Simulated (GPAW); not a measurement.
# ZnAg (Pm-3m): the Zn K absorption edge, part 3 of 3

Aim: the near-edge shape at the Zn K edge of ZnAg (Pm-3m), and what the core hole does to it.

GPAW 26.7.0; X-ray absorption from dipole matrix elements to empty bands, plane-wave PAW LDA.

So far. Step 5 (Spectrum with XCH, Zn atom 2): The total-energy difference is 9671.92 eV. One term is added: -30.82 eV, since the hole is spin-paired here and a spin-polarised one costs that much less in the free atom (computed apart). The photon energy is then 9641.10 eV. The tabulated edge of the element is 9659 eV. The functional leaves an error in such absolute values: in the free atom LDA prices this hole 19.1 eV below PBE (computed apart), and PBE is itself good to a few eV.

### Step 7. Spectrum with XCH, Zn atom 2

A test of how far the result depends on this setting.

Changed against the first core-hole run: broadening from Gaussian full width 1.67 eV up to 4 eV, rising linearly to 3.5 eV at 25 eV to Gaussian full width 0.5 eV up to 4 eV, rising linearly to 1.5 eV at 25 eV.

Contents of xas.py:

```python
import numpy as np
from ase import Atoms
from ase.parallel import parprint, paropen
from gpaw import GPAW, PW, FermiDirac, Mixer, MixerDif, setup_paths
from gpaw.test import gen
setup_paths.insert(0, '.')
gen('Zn', name='fch1s', xcname='LDA', corehole=(1, 0, 1), write_xml=True)
from gpaw.mpi import world
world.barrier()

atoms = Atoms('Ag4Zn4',
    cell=[[3.156, 3.156, 3.156],
     [-3.156, 3.156, -3.156],
     [-3.156, -3.156, 3.156]],
    scaled_positions=[[0, 0, 0],
     [0, 0.5, 0.5],
     [0.5, 0, 0.5],
     [0.5, 0.5, 0],
     [0.5, 0, 0],
     [0.5, 0.5, 0.5],
     [0, 0, 0.5],
     [0, 0.5, 0]],
    pbc=True)
atoms.calc = calc = GPAW(legacy_gpaw=True, mode=PW(430, force_complex_dtype=True), xc='LDA', setups={4: 'fch1s'},
    kpts={'size': (6, 6, 6), 'gamma': True}, occupations=FermiDirac(0.1),
    charge=-1, mixer=Mixer(0.1, 5, 50), maxiter=150,
    convergence={'density': 0.0001, 'eigenstates': 1e-6}, txt='scf.txt')
energy = atoms.get_potential_energy() + calc.get_reference_energy()
ef = calc.get_fermi_level()
out = dict(energy=energy, fermi=ef, forces=atoms.get_forces().tolist())
parprint(f'all-electron energy {energy:.4f} eV, Fermi level {ef:.4f} eV')
ev = np.array([[calc.get_eigenvalues(k, s) for k in range(len(calc.get_ibz_k_points()))] for s in range(calc.get_number_of_spins())])
out['homo'], out['lumo'], out['counts'] = ev[ev < ef].max(), ev[ev > ef].min(), sorted(set((ev < ef).sum((0, 2)).tolist()))
out['filled'] = (ev[:, 0] < ef).sum(1).tolist()

from ase.units import Ha
from gpaw.xas import dipole_matrix_elements
nb = int(calc.get_number_of_electrons() / 2) + 78
top, nb = nb, nb + 8 + nb // 12
nscf = calc.fixed_density(kpts={'size': (6, 6, 6), 'gamma': True}, nbands=nb,
    convergence={'bands': top, 'eigenstates': 5e-3}, maxiter=60, txt='nscf.txt')
cell = atoms.cell.array
ops = [cell.T @ U.T @ np.linalg.inv(cell.T) for U in nscf.wfs.kd.symmetry.op_scc]
E = np.arange(-6, 34, 0.1)
fwhm = np.interp(E, [4, 25], [0.5, 1.5])
Y, X, zero, highest = 0, 0, 1e9, 1e9
for spin in range(nscf.get_number_of_spins()):
    wfs = nscf.wfs
    mine = wfs.bd.get_slice()  # this rank's bands
    A = dipole_matrix_elements(wfs.setups[4])
    eps = np.zeros((wfs.kd.nibzkpts, nb))
    d = np.zeros((3, A.shape[1], wfs.kd.nibzkpts, nb), complex)
    for kpt in wfs.kpt_u:
        if kpt.s == spin and 4 in kpt.P_ani:
            eps[kpt.k, mine] = kpt.eps_n * Ha
            d[:, :, kpt.k, mine] = (kpt.weight * wfs.nspins / 2) ** 0.5 * np.inner(A, kpt.P_ani[4])
    world.sum(eps)
    world.sum(d)
    T = np.einsum('amkn,bmkn->abkn', d, d.conj()).real
    T = sum(np.einsum('ai,ijkn,bj->abkn', R, T, R) for R in ops) / len(ops)
    empty = eps > ef
    zero, highest = min(zero, eps[empty].min()), min(highest, eps[:, top - 1].min())
    lines = [(eps, T, empty)] if spin == 0 else lines + [(eps, T, empty)]
for eps, T, empty in lines:
    f = np.einsum('aakn->akn', T).reshape(3, -1)
    x = eps.ravel() - zero
    w = np.interp(x, E, fwhm) / 2.35482
    g = np.exp(-0.5 * ((E[:, None] - x) / w) ** 2) / (w * (2 * np.pi) ** 0.5)
    Y = Y + (f * empty.ravel()) @ g.T
    X = X + (f * ~empty.ravel()) @ g.T
out.update(E=E.round(2).tolist(), xas=Y.tolist(), xes=X.tolist(), zero=zero, valid=highest - zero, nk=len(eps), nb=nb)
for i in range(0, len(E), 10):
    parprint(f'{E[i]:7.2f}', *(f'{v:10.3e}' for v in Y[:, i]))
import json
with paropen('out.json', 'w') as f:
    json.dump(out, f)
```

Launch:

```
$ OMP_NUM_THREADS=1 mpirun -n 4 gpaw python xas.py
```

Numbers of over 12 decimals in the logs are rounded to 6 here.

What it wrote:

```text
Input parameters:
  charge: -1
  convergence: {density: 0.0001,
                eigenstates: 1e-06}
  kpts: {gamma: True,
         size: (6, 6, 6)}
  maxiter: 150
  mixer: {backend: pulay,
          beta: 0.1,
          method: separate,
          nmaxold: 5,
          weight: 50}
  mode: {ecut: 430.0,
         force_complex_dtype: True,
         name: pw}
  occupations: {fixmagmom: False,
[...]
*d    :    -0.035193
--------------------------------

Diagonalizing with gridspacing h=0.050

state   all-electron     PAW
-------------------------------
4s:      -0.603317    -0.603615
4p:      -0.343743    -0.343956
3d:      -1.035193    -1.035651
*f:                   -0.018332
-------------------------------
all-electron energy -763361.5093 eV, Fermi level 7.8970 eV
[...]
32.00  1.440e-07  1.440e-07  1.440e-07
  33.00  1.192e-07  1.192e-07  1.192e-07
[key lines of the parts left out:]
Converged after 13 iterations.
Dipole moment: (0.000000, -0.000000, -0.000000) |e|*Ang
Free energy:    -31.481035
Fermi level: 7.89701
```

Run time: 70 s. Hardware: 4 MPI ranks of Intel Xeon Platinum 8488C (Sapphire Rapids), shared host; peak memory 0.39 GiB; 4.7 min of CPU time.

| E (eV) | first run | this run |
| --- | --- | --- |
| -2.0 | 0.00 | 0.00 |
| -1.0 | 0.04 | 0.00 |
| 0.0 | 0.25 | 0.25 |
| 1.0 | 0.50 | 0.60 |
| 2.0 | 0.69 | 0.55 |
| 3.0 | 0.87 | 0.53 |
| 4.0 | 1.20 | 1.07 |
| 5.0 | 1.57 | 1.73 |
| 6.0 | 1.57 | 1.61 |
| 7.0 | 1.37 | 1.40 |
| 8.0 | 1.22 | 1.10 |
| 9.0 | 1.12 | 1.02 |
| 10.0 | 1.00 | 1.10 |
| 11.0 | 1.00 | 0.82 |
| 12.0 | 1.15 | 1.32 |
| 13.0 | 1.19 | 1.13 |
| 14.0 | 1.07 | 1.36 |
| 15.0 | 0.90 | 0.59 |
| 16.0 | 0.81 | 0.86 |
| 17.0 | 0.76 | 0.93 |
| 18.0 | 0.69 | 0.47 |
| 19.0 | 0.70 | 0.73 |
| 20.0 | 0.76 | 0.72 |
| 21.0 | 0.80 | 0.89 |
| 22.0 | 0.81 | 0.77 |
| 23.0 | 0.83 | 0.83 |
| 24.0 | 0.89 | 0.78 |
| 25.0 | 0.99 | 1.00 |
| 26.0 | 1.05 | 1.36 |
| 27.0 | 1.05 | 0.91 |
| 28.0 | 1.04 | 0.96 |
| 29.0 | 1.04 | 1.18 |
| 30.0 | 1.01 | 1.01 |
| 31.0 | 0.95 | 0.97 |
| 32.0 | 0.88 | 0.89 |

Against the first run the r.m.s. difference is 14 %. The highest intensity below 24 eV goes from 5.4 eV (1.62) to 5.4 eV (1.84).

The photon energy of the zero moves by +0.00 eV.

### Step 8. With and without the hole

Both curves are counted from their own zero, so only the shift of weight within the empty states shows.

| E (eV) | no hole | XCH |
| --- | --- | --- |
| -2.0 | 0.00 | 0.00 |
| -1.0 | 0.04 | 0.04 |
| 0.0 | 0.24 | 0.25 |
| 1.0 | 0.42 | 0.50 |
| 2.0 | 0.49 | 0.69 |
| 3.0 | 0.64 | 0.87 |
| 4.0 | 0.90 | 1.20 |
| 5.0 | 1.14 | 1.57 |
| 6.0 | 1.30 | 1.57 |
| 7.0 | 1.38 | 1.37 |
| 8.0 | 1.33 | 1.22 |
| 9.0 | 1.24 | 1.12 |
| 10.0 | 1.19 | 1.00 |
| 11.0 | 1.01 | 1.00 |
| 12.0 | 1.10 | 1.15 |
| 13.0 | 1.42 | 1.19 |
| 14.0 | 1.30 | 1.07 |
| 15.0 | 0.99 | 0.90 |
| 16.0 | 0.97 | 0.81 |
| 17.0 | 0.99 | 0.76 |
| 18.0 | 0.84 | 0.69 |
| 19.0 | 0.73 | 0.70 |
| 20.0 | 0.77 | 0.76 |
| 21.0 | 0.87 | 0.80 |
| 22.0 | 0.90 | 0.81 |
| 23.0 | 0.87 | 0.83 |
| 24.0 | 0.86 | 0.89 |
| 25.0 | 0.96 | 0.99 |
| 26.0 | 1.10 | 1.05 |
| 27.0 | 1.17 | 1.05 |
| 28.0 | 1.15 | 1.04 |
| 29.0 | 1.13 | 1.04 |
| 30.0 | 1.12 | 1.01 |
| 31.0 | 1.09 | 0.95 |
| 32.0 | 1.02 | 0.88 |

With each curve scaled to its own mean, the area from −2 to 6 eV with the hole is 5.9 against 4.5, and the centre of weight from −1 to 20 eV moves by -0.7 eV: the hole pulls the absorber's empty states down.

### Step 9. What came out

```
absorber and edge                               : Zn K, atom 2 of the ground-state input (counted from 1)
surroundings                                    : 8 Ag at 2.73 Å and 6 Zn at 3.16 Å (cube and octahedron, as in bcc, site symmetry m-3m)
highest intensity below 24 eV                   : 5.4 eV above the zero, height 1.62
photon energy of the zero, with the added terms : 9641.1 eV (raw 9671.9 eV; LDA puts this hole about 19 eV below PBE, itself good to a few eV)
```

**Reading.** The Zn K edge of atom 2, with 8 Ag at 2.73 Å and 6 Zn at 3.16 Å (cube and octahedron, as in bcc, site symmetry m-3m), has its highest intensity of the first 24 eV at 5.4 eV above the zero, near 9646 eV in photon energy (LDA puts this hole about 19 eV below PBE, itself good to a few eV), 1.6 times the mean level of the first 20 eV (Gaussian full width 1.67 eV up to 4 eV, rising linearly to 3.5 eV at 25 eV). With each curve scaled to its own mean, the area from −2 to 6 eV with the hole is 5.9 against 4.5, and the centre of weight from −1 to 20 eV moves by -0.7 eV: the hole pulls the absorber's empty states down. Changing the core hole from full to half alters the shape by 12 % r.m.s., a modest effect on the whole. Changing the broadening from Gaussian full width 1.67 eV up to 4 eV, rising linearly to 3.5 eV at 25 eV to Gaussian full width 0.5 eV up to 4 eV, rising linearly to 1.5 eV at 25 eV alters the shape by 14 % r.m.s., a modest effect on the whole. The script folds with a Gaussian, whereas the core hole's own line is a Lorentzian, so the onset is too steep and the first peak too high. The holes are only 5.5 Å apart, so the shape is probably not converged with cell size; no larger cell was run here. The structure is a published determination, not relaxed.

[Banner, clock and machine lines of the logs are left out without a mark of their own.]

[Logs are printed without paths, hosts, clocks, repeated set-up lines and the standing remarks that a program may print on its own settings, such as how far it seeks lower states.]

[Hosts, paths, dates, database ids (printed as entryN), source tags and the programs' standing remarks are cut or masked in the printed files.]

[Lists of maxima count a maximum above −3 eV only where it reaches 4 % of the highest in the window and stands out from its surroundings by 2 % of it (1.5 % where it reaches 55 %); shoulders and weaker maxima are passed over, and of the rest the first, up to two pre-edge ones and the few strongest are named.]
